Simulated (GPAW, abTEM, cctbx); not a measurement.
# Ag2OsBr6: the scripts behind a bonding study

Short scripts, each with its output. The cell comes from substitution in a known structure type and wasn't matched to any measured phase.

## 1. Build the all-electron density and subtract free atoms

```text
cell
1.0
     0.000000000    5.006496240    5.006496240
     5.006496240    0.000000000    5.006496240
     5.006496240    5.006496240    0.000000000
Os Ag Br
1 2 6
Direct
0.000000000 0.000000000 0.000000000
0.750000000 0.750000000 0.750000000
0.250000000 0.250000000 0.250000000
0.753889680 0.753889680 0.246110320
0.246110320 0.246110320 0.753889680
0.753889680 0.246110320 0.753889680
0.246110320 0.753889680 0.753889680
0.246110320 0.753889680 0.246110320
0.753889680 0.246110320 0.246110320
```

```python
import numpy as np
from ase.io import read
from ase.units import Bohr
from gpaw import GPAW, PW, FermiDirac
from gpaw.calculator import GPAW as OldGPAW
from gpaw.mpi import serial_comm, world
from scipy.special import erfc
from scipy.spatial import cKDTree

atoms = read("cell.vasp")
atoms.calc = GPAW(mode=PW(450), xc="PBE", kpts={"size": (3, 3, 3), "gamma": True},
                 occupations=FermiDirac(0.05), maxiter=120, symmetry={"tolerance": 1e-5}, txt="scf.txt")
atoms.get_potential_energy()
rho = atoms.calc.get_all_electron_density(gridrefinement=2)
moments = atoms.get_magnetic_moments() if atoms.calc.get_number_of_spins() == 2 else np.zeros(len(atoms))
total = atoms.get_magnetic_moment() if moments.any() else 0.0
if world.rank == 0:
    free = OldGPAW(mode=PW(450), xc="PBE", txt=None, communicator=serial_comm)
    neutral = atoms.copy()
    neutral.set_initial_magnetic_moments(None)
    free.initialize(neutral)
    free.set_positions(neutral)
    drho = rho - free.get_all_electron_density(gridrefinement=2)
    # GPAW starts from confined atoms: exchange their smooth part for that of the datasets' free atoms
    h = np.stack(np.meshgrid(*[np.fft.fftfreq(n, 1 / n) for n in drho.shape], indexing="ij"), -1)
    gabs = np.linalg.norm(h @ atoms.cell.reciprocal(), axis=-1)
    tails = np.fft.fftn(free.get_pseudo_density(gridrefinement=2))
    g, form, v0 = np.linspace(0, gabs.max(), 1500), {}, 0
    for e in set(atoms.symbols):
        idx = atoms.symbols.search(e)
        d = free.setups[idx[0]].data
        r, w = d.rgd.r_g * Bohr, d.rgd.r_g**2 * d.rgd.dr_g
        j0 = np.sinc(2 * g[:, None] * r)
        smooth = sum(f * p**2 for f, p in zip(d.f_j, d.phit_jg)) + np.sqrt(4 * np.pi) * d.nct_g
        full = sum(f * p**2 for f, p in zip(d.f_j, d.phi_jg)) + np.sqrt(4 * np.pi) * d.nc_g
        phase = sum(np.exp(-2j * np.pi * h @ s) for s in atoms.get_scaled_positions()[idx])
        tails -= np.interp(gabs, g, j0 @ (smooth * w)) * phase * drho.size / atoms.get_volume()
        form[e] = j0 @ (full * w)
        v0 += 2 * np.pi / 3 * 14.3996 * (full * w * r**2).sum() * len(idx)  # V A^3
    tails *= 0.5 * erfc((gabs - 1.8) / 0.25)  # the tails differ at long wavelengths alone
    drho += np.fft.ifftn(tails).real  # crystal minus superposed spherical free atoms
    np.save("drho.npy", drho)
    dv = atoms.get_volume() / drho.size
    print("grid", drho.shape, " electrons %.3f" % (rho.sum() * dv), " moved by bonding %.3f e" % (abs(drho).sum() * dv / 2))
    pts = np.indices(drho.shape).reshape(3, -1).T / drho.shape @ atoms.cell
    shifts = (np.indices((3, 3, 3)).reshape(3, -1).T - 1) @ atoms.cell
    images = (atoms.positions[None] + shifts[:, None]).reshape(-1, 3)
    dist, idx = cKDTree(images).query(pts, k=4)
    out = drho.ravel()[dist[:, 0] > 0.5]
    print("deformation density beyond 0.5 A of the nuclei: max %.3f, min %.3f e/A^3" % (out.max(), out.min()))
    tie = dist < dist[:, :1] + 1e-4
    q = -np.bincount((idx % len(atoms))[tie], (drho.ravel()[:, None] / tie.sum(1, keepdims=True) * tie)[tie], len(atoms)) * dv
    print("atom        x       y       z   Voronoi charge  moment")
    for a, s, c, m in zip(atoms, atoms.get_scaled_positions(), q, moments):
        print("%-2s%-3d %7.4f %7.4f %7.4f %10.3f %10.2f" % (a.symbol, a.index + 1, *s, c, m))
    np.savez("free.npz", g=g, **form)
    print("mean inner potential of superposed free atoms %.3f V" % (v0 / atoms.get_volume()))
    print("total magnetic moment %.3f muB" % total)
```

```console
$ OMP_NUM_THREADS=1 mpirun -n 4 gpaw python run.py > gpaw.log
```

```text
grid (70, 70, 70)  electrons 380.000  moved by bonding 1.512 e
deformation density beyond 0.5 A of the nuclei: max 0.309, min -0.506 e/A^3
atom        x       y       z   Voronoi charge  moment
Os1    0.0000  0.0000  0.0000      0.056       0.00
Ag2    0.7500  0.7500  0.7500      0.325       0.00
Ag3    0.2500  0.2500  0.2500      0.325       0.00
Br4    0.7539  0.7539  0.2461     -0.118       0.00
Br5    0.2461  0.2461  0.7539     -0.118       0.00
Br6    0.7539  0.2461  0.7539     -0.118       0.00
Br7    0.2461  0.7539  0.7539     -0.118       0.00
Br8    0.2461  0.7539  0.2461     -0.118       0.00
Br9    0.7539  0.2461  0.2461     -0.118       0.00
mean inner potential of superposed free atoms 13.614 V
total magnetic moment 0.000 muB
```

Time: 16 s on 4 cores of Arm Neoverse V2 (shared host), peak memory 1 GiB.

## 2. Fourier-transform the difference

```python
from cctbx import adptbx, crystal, miller, xray
from cctbx.eltbx import tiny_pse
import numpy as np

cs = crystal.symmetry(unit_cell=(10.013, 10.013, 10.013, 90, 90, 90), space_group_symbol='Hall: -F 4 2 3')  # Fm-3m
atoms = [  # label, site, U (iso, or U11 U22 U33 U12 U13 U23 in A^2), occupancy
    ("Os1", (0, 0, 0), 0.0000, 1),
    ("Ag1", (0.25, 0.25, 0.75), 0.0000, 1),
    ("Br1", (0, 0, 0.75389), 0.0000, 1),
]
xs = xray.structure(crystal_symmetry=cs)
for label, site, u, occ in atoms:
    u = adptbx.u_cif_as_u_star(cs.unit_cell(), u) if isinstance(u, tuple) else u
    xs.add_scatterer(xray.scatterer(label, site=site, u=u, occupancy=occ))
xs.scattering_type_registry(table="wk1995")
drho = np.load("drho.npy")
T = np.array([[-1, 1, 1], [1, -1, 1], [1, 1, -1]])  # conventional axes in terms of the primitive ones
dF = np.fft.ifftn(drho) * 1003.90281  # electrons a conventional cell, indexed by primitive hkl
ms = miller.build_set(cs, anomalous_flag=False, d_min=0.9).sort("resolution")
iam = ms.structure_factors_from_scatterers(xs, algorithm="direct").f_calc()
p1 = xs.expand_to_p1()
z = np.array([tiny_pse.table(sc.scattering_type).atomic_number() for sc in p1.scatterers()])
x = np.array(p1.sites_frac())
free = np.load("free.npz")
print("static structure factors of the conventional cell: F in electrons, V (Mott-Bethe) in volts")
print("   h  k  l      d  |F| table  |F| free   |F| DFT   change   |V| free  |V| DFT  change %")
for h, d, table in list(zip(ms.indices(), ms.d_spacings().data(), iam.data()))[:16]:
    df = dF[tuple(np.rint(np.linalg.solve(T, h)).astype(int))]
    phase = np.exp(2j * np.pi * x @ h)
    f = sum(np.interp(1 / d, free["g"], free[sc.scattering_type]) * p for sc, p in zip(p1.scatterers(), phase))
    fz = (z * phase).sum()
    c = 14.3996 * d * d / (np.pi * cs.unit_cell().volume())
    v0, v1 = abs(fz - f) * c, abs(fz - f - df) * c
    print("%4d%3d%3d %7.4f %9.3f %9.3f %9.3f %8.3f %9.3f %8.3f %8s" % (h + (d, abs(table), abs(f), abs(f + df), abs(f + df) - abs(f), v0, v1, "%.1f" % (100 * (v1 / v0 - 1)) if v0 > 0.02 else "-")))
```

```console
$ python run.py
```

```text
static structure factors of the conventional cell: F in electrons, V (Mott-Bethe) in volts
   h  k  l      d  |F| table  |F| free   |F| DFT   change   |V| free  |V| DFT  change %
   1  1  1  5.7810   310.536   310.446   310.843    0.397     2.149    2.088     -2.8
   0  2  0  5.0065   195.762   195.657   197.088    1.430     1.451    1.287    -11.3
   0  2  2  3.5401   364.913   364.456   362.724   -1.731     2.072    2.171      4.8
   1  3  1  3.0190   261.770   261.699   262.004    0.305     1.476    1.464     -0.9
   2  2  2  2.8905   747.982   747.966   748.728    0.762     6.219    6.190     -0.5
   0  4  0  2.5032  1227.403  1227.150  1227.391    0.241     8.340    8.333     -0.1
   1  3  3  2.2971   225.291   225.056   224.606   -0.451     1.078    1.089      1.0
   0  4  2  2.2390   169.010   169.465   169.155   -0.310     0.859    0.866      0.8
   2  4  2  2.0439   320.311   319.407   320.197    0.790     1.524    1.509     -1.0
   3  3  3  1.9270   195.020   194.636   193.891   -0.745     0.811    0.823      1.6
   1  5  1  1.9270   274.065   273.687   273.229   -0.458     1.325    1.332      0.6
   0  4  4  1.7701  1085.193  1084.233  1084.037   -0.196     6.195    6.198      0.0
   1  5  3  1.6925   243.508   243.064   242.615   -0.448     1.065    1.070      0.6
   2  4  4  1.6688   158.246   157.961   157.291   -0.670     0.607    0.615      1.4
   0  6  0  1.6688   161.893   161.606   160.055   -1.550     0.628    0.648      3.1
   0  6  2  1.5832   292.127   291.670   291.799    0.129     1.278    1.276     -0.1
```

Time: 0.3 s on 1 core of Arm Neoverse V2 (shared host), peak memory 0.09 GiB.

## 3. Propagate a plane wave with and without the bonding term

```python
import abtem
import numpy as np
from ase.build import make_supercell
from ase.io import read

abtem.config.set({"dask.lazy": False, "fft": "fftw", "diagnostics.progress_bar": False})
M = [[-1, 1, -1], [-1, 1, 1], [1, 1, -1]]  # rows: x, y and beam direction in the primitive cell's axes
unit = make_supercell(read("cell.vasp"), M)
unit.set_cell(list(unit.cell.lengths()) + [90, 90, 90], scale_atoms=True)
unit.positions[:, 2] += 0.6258  # keeps atomic planes off the slice boundaries
unit.wrap()
slab = unit * (2, 2, 60)
print(slab.get_chemical_formula(), "| box %.2f x %.2f x %.2f A" % tuple(slab.cell.lengths()))

# change of the potential by bonding, from the DFT deformation density (Poisson's equation term by term)
drho = np.load("drho.npy")
prim = read("cell.vasp")
h = np.stack(np.meshgrid(*[np.fft.fftfreq(n, 1 / n) for n in drho.shape], indexing="ij"), -1).reshape(-1, 3).astype(int)
g2 = ((h @ prim.cell.reciprocal()) ** 2).sum(1)
keep = (g2 > 0) & (g2 < 2.5**2)
shape = (287, 287, 56)
vg = np.zeros(shape, complex)
hm = h[keep] @ np.array(M).T
move = np.exp(-2j * np.pi * hm[:, 2] * (0.6258 / unit.cell[2, 2] - 0.5 / shape[2]))  # the same shift, sampled at mid-points
vg[tuple(hm.T % np.array(shape)[:, None])] = -14.3996 / np.pi * (np.fft.fftn(drho).ravel() / drho.size)[keep] / g2[keep] * move
dV = np.fft.ifftn(vg).real * vg.size
dV = dV.reshape(287, 287, 8, 7).mean(3) * unit.cell[2, 2] / 8  # V A, projected in each slice
dV = np.tile(dV.transpose(2, 0, 1), (60, 2, 2))


def build(atoms):
    p = abtem.Potential(atoms, gpts=(574, 574), slice_thickness=[slab.cell[2, 2] / 480] * 480,
                        parametrization="lobato", projection="infinite", exit_planes=40).build()
    p.array[:] += BONDING * dV
    return p


sigmas = {'Os': 0.068, 'Ag': 0.075, 'Br': 0.079}  # r.m.s. displacement along each axis, A
u = np.array([sigmas[s] for s in slab.symbols])[:, None]
rng = np.random.default_rng(841)


def potentials():
    for _ in range(3):  # frozen phonons, one configuration at a time
        atoms = slab.copy()
        atoms.positions += u * rng.standard_normal((len(atoms), 3))
        atoms.wrap()
        yield build(atoms)


for label, BONDING in (("IAM", 0.0), ("DFT", 1.0)):
    print("=====", label)
    rng = np.random.default_rng(841)  # the same displacements for both
    potential = build(slab)
    print("grid", potential.gpts, "slices", potential.num_slices)
    thickness = potential.exit_thicknesses
    wave = abtem.PlaneWave(energy=200000)
    dp = np.mean([wave.multislice(p).diffraction_patterns(max_angle="valid").array for p in potentials()], axis=0)
    hkl = [(0, 0, 0), (2, 0, 0), (2, 2, 0)]
    nx, ny = dp.shape[-2:]
    print("intensity of each beam, fraction of the incident wave")
    print("  t (A)" + "".join("%9s" % " ".join(map(str, h)) for h in hkl) + "  diffuse    total")
    grid = np.zeros((nx, ny), bool)
    grid[nx // 2 % 2::2, ny // 2 % 2::2] = True
    for t, a in list(zip(thickness, dp))[1:]:
        idx = [np.rint(np.array(M) @ np.linalg.solve([[-1, 1, 1], [1, -1, 1], [1, 1, -1]], h)).astype(int) for h in hkl]
        print("%7.1f" % t + "".join("%9.5f" % a[nx // 2 + i[0] * 2, ny // 2 + i[1] * 2] for i in idx) + "%9.4f%9.4f" % (a[~grid].sum(), a.sum()))
```

```console
$ python run.py
```

```text
Ag1920Br5760Os960 | box 20.03 x 20.03 x 600.78 A
===== IAM
grid (574, 574) slices 480
intensity of each beam, fraction of the incident wave
  t (A)    0 0 0    2 0 0    2 2 0  diffuse    total
   50.1  0.62657  0.00068  0.00241   0.0528   0.9964
  100.1  0.46316  0.00681  0.01223   0.1152   0.9925
  150.2  0.54267  0.00625  0.02018   0.1524   0.9894
  200.3  0.55113  0.01368  0.00394   0.1786   0.9867
  250.3  0.43599  0.02039  0.00644   0.2024   0.9841
  300.4  0.31122  0.02707  0.01497   0.2327   0.9809
  350.5  0.30468  0.03843  0.01075   0.2609   0.9776
  400.5  0.29190  0.04435  0.00353   0.2806   0.9745
  450.6  0.21362  0.05328  0.00251   0.3026   0.9714
  500.6  0.15022  0.05813  0.00458   0.3246   0.9682
  550.7  0.12744  0.06013  0.00485   0.3450   0.9649
  600.8  0.10631  0.06112  0.00322   0.3640   0.9615
===== DFT
grid (574, 574) slices 480
intensity of each beam, fraction of the incident wave
  t (A)    0 0 0    2 0 0    2 2 0  diffuse    total
   50.1  0.62792  0.00070  0.00232   0.0528   0.9964
  100.1  0.46644  0.00546  0.01312   0.1152   0.9925
  150.2  0.54052  0.00447  0.02161   0.1524   0.9894
  200.3  0.56055  0.01069  0.00441   0.1794   0.9867
  250.3  0.45554  0.01576  0.00741   0.2028   0.9841
  300.4  0.32953  0.02163  0.01609   0.2328   0.9809
  350.5  0.32743  0.03138  0.01186   0.2612   0.9776
  400.5  0.32634  0.03644  0.00377   0.2810   0.9745
  450.6  0.25684  0.04479  0.00271   0.3015   0.9716
  500.6  0.19224  0.04921  0.00437   0.3219   0.9686
  550.7  0.16975  0.05182  0.00398   0.3414   0.9654
  600.8  0.15237  0.05338  0.00264   0.3592   0.9621
```

Time: 3.1 min.

## 4. Rock the beam across one reflection

```python
import abtem
import numpy as np
from ase.build import make_supercell
from ase.io import read

abtem.config.set({"dask.lazy": False, "fft": "fftw", "diagnostics.progress_bar": False})
M = [[-1, 1, -1], [-1, 1, 1], [1, 1, -1]]  # rows: x, y and beam direction in the primitive cell's axes
unit = make_supercell(read("cell.vasp"), M)
unit.set_cell(list(unit.cell.lengths()) + [90, 90, 90], scale_atoms=True)
unit.positions[:, 2] += 0.6258  # keeps atomic planes off the slice boundaries
unit.wrap()
slab = unit * (1, 1, 88)
print(slab.get_chemical_formula(), "| box %.2f x %.2f x %.2f A" % tuple(slab.cell.lengths()))

# change of the potential by bonding, from the DFT deformation density (Poisson's equation term by term)
drho = np.load("drho.npy")
prim = read("cell.vasp")
h = np.stack(np.meshgrid(*[np.fft.fftfreq(n, 1 / n) for n in drho.shape], indexing="ij"), -1).reshape(-1, 3).astype(int)
g2 = ((h @ prim.cell.reciprocal()) ** 2).sum(1)
keep = (g2 > 0) & (g2 < 2.5**2)
shape = (223, 223, 56)
vg = np.zeros(shape, complex)
hm = h[keep] @ np.array(M).T
move = np.exp(-2j * np.pi * hm[:, 2] * (0.6258 / unit.cell[2, 2] - 0.5 / shape[2]))  # the same shift, sampled at mid-points
vg[tuple(hm.T % np.array(shape)[:, None])] = -14.3996 / np.pi * (np.fft.fftn(drho).ravel() / drho.size)[keep] / g2[keep] * move
dV = np.fft.ifftn(vg).real * vg.size
dV = dV.reshape(223, 223, 8, 7).mean(3) * unit.cell[2, 2] / 8  # V A, projected in each slice
dV = np.tile(dV.transpose(2, 0, 1), (88, 1, 1))


def build(atoms):
    p = abtem.Potential(atoms, gpts=(223, 223), slice_thickness=[slab.cell[2, 2] / 704] * 704,
                        parametrization="lobato", projection="infinite", exit_planes=176).build()
    p.array[:] += BONDING * dV
    return p


def potentials():
    yield build(slab)  # atoms at rest


for label, BONDING in (("IAM", 0.0), ("DFT", 1.0)):
    print("=====", label)
    potential = build(slab)
    print("grid", potential.gpts, "slices", potential.num_slices)
    thickness = potential.exit_thicknesses
    h = np.array(M) @ np.linalg.solve(np.array([[-1, 1, 1], [1, -1, 1], [1, 1, -1]]), [2, 0, 0])
    ix, iy = round(h[0]) * 1, round(h[1]) * 1
    gxy = h[:2] / unit.cell.lengths()[:2]
    along = gxy / np.hypot(*gxy)
    across = np.array([-along[1], along[0]])
    bragg = 500 * abtem.PlaneWave(energy=200000).wavelength * np.hypot(*gxy)
    print("Bragg angle %.3f mrad; beam tilted 37 mrad off the zone axis across the row" % bragg)
    print("dark-field intensity of 2 0 0 against tilt along the row, in Bragg angles")
    print("  t (A)" + "".join("%8.2f" % s for s in [0.2, 0.4, 0.6, 0.8, 1.0, 1.2, 1.4, 1.6, 1.8, 2.0, 2.2, 2.4, 2.6]))
    rows = []
    row = [(n * ix, n * iy) for n in range(-8, 9)]
    for s in [0.2, 0.4, 0.6, 0.8, 1.0, 1.2, 1.4, 1.6, 1.8, 2.0, 2.2, 2.4, 2.6]:
        tilt = -s * bragg * along + 37 * across
        dp = abtem.PlaneWave(energy=200000, tilt=tuple(tilt)).multislice(potential).diffraction_patterns(max_angle="valid").array
        rows.append(dp[:, dp.shape[1] // 2 + ix, dp.shape[2] // 2 + iy])
        if s == 1.0:
            cx, cy = dp.shape[1] // 2, dp.shape[2] // 2
            share = sum(dp[:, cx + i, cy + j] for i, j in row if abs(i) < cx and abs(j) < cy) / dp.sum(axis=(1, 2))
            total = dp.sum(axis=(1, 2))
    for t, a in list(zip(thickness, np.array(rows).T))[1:]:
        print("%7.1f" % t + "".join("%8.4f" % v for v in a))
    print("at the Bragg tilt, share in the row:", share[1:].round(3).tolist(), "total:", total[1:].round(3).tolist())
```

```console
$ python run.py
```

```text
Ag704Br2112Os352 | box 10.01 x 10.01 x 881.14 A
===== IAM
grid (223, 223) slices 704
Bragg angle 2.505 mrad; beam tilted 37 mrad off the zone axis across the row
dark-field intensity of 2 0 0 against tilt along the row, in Bragg angles
  t (A)    0.20    0.40    0.60    0.80    1.00    1.20    1.40    1.60    1.80    2.00    2.20    2.40    2.60
  220.3  0.0337  0.0377  0.0408  0.0427  0.0433  0.0429  0.0413  0.0383  0.0342  0.0295  0.0246  0.0195  0.0145
  440.6  0.0147  0.0284  0.0460  0.0503  0.0515  0.0499  0.0456  0.0286  0.0155  0.0142  0.0278  0.0540  0.0725
  660.9  0.0222  0.0875  0.1706  0.1270  0.0913  0.1278  0.1712  0.0884  0.0234  0.0053  0.0133  0.0267  0.0333
  881.1  0.0000  0.0443  0.0807  0.0573  0.0228  0.0570  0.0802  0.0439  0.0001  0.0116  0.0153  0.0987  0.1150
at the Bragg tilt, share in the row: [0.625, 0.5220000147819519, 0.3709999918937683, 0.33500000834465027] total: [0.9919999837875366, 0.984000027179718, 0.968999981880188, 0.953000009059906]
===== DFT
grid (223, 223) slices 704
Bragg angle 2.505 mrad; beam tilted 37 mrad off the zone axis across the row
dark-field intensity of 2 0 0 against tilt along the row, in Bragg angles
  t (A)    0.20    0.40    0.60    0.80    1.00    1.20    1.40    1.60    1.80    2.00    2.20    2.40    2.60
  220.3  0.0273  0.0304  0.0328  0.0342  0.0346  0.0344  0.0332  0.0310  0.0278  0.0242  0.0204  0.0164  0.0125
  440.6  0.0122  0.0249  0.0412  0.0445  0.0450  0.0441  0.0408  0.0252  0.0130  0.0115  0.0221  0.0430  0.0571
  660.9  0.0190  0.0733  0.1446  0.1066  0.0760  0.1074  0.1452  0.0742  0.0203  0.0053  0.0135  0.0266  0.0346
  881.1  0.0004  0.0445  0.0836  0.0596  0.0274  0.0593  0.0832  0.0442  0.0005  0.0110  0.0124  0.0836  0.1015
at the Bragg tilt, share in the row: [0.6240000128746033, 0.5199999809265137, 0.36899998784065247, 0.33899998664855957] total: [0.9919999837875366, 0.984000027179718, 0.968999981880188, 0.9520000219345093]
```

Time: 3.4 min.

[Outputs are excerpts: Python notices, other lines and further rows are left out; steps that failed or that the build refused (PBEsol, TPSS) are not shown.]

[Logs are printed without paths, hosts, clocks, repeated set-up lines and the standing remarks that a program may print on its own settings, such as how far it seeks lower states.]
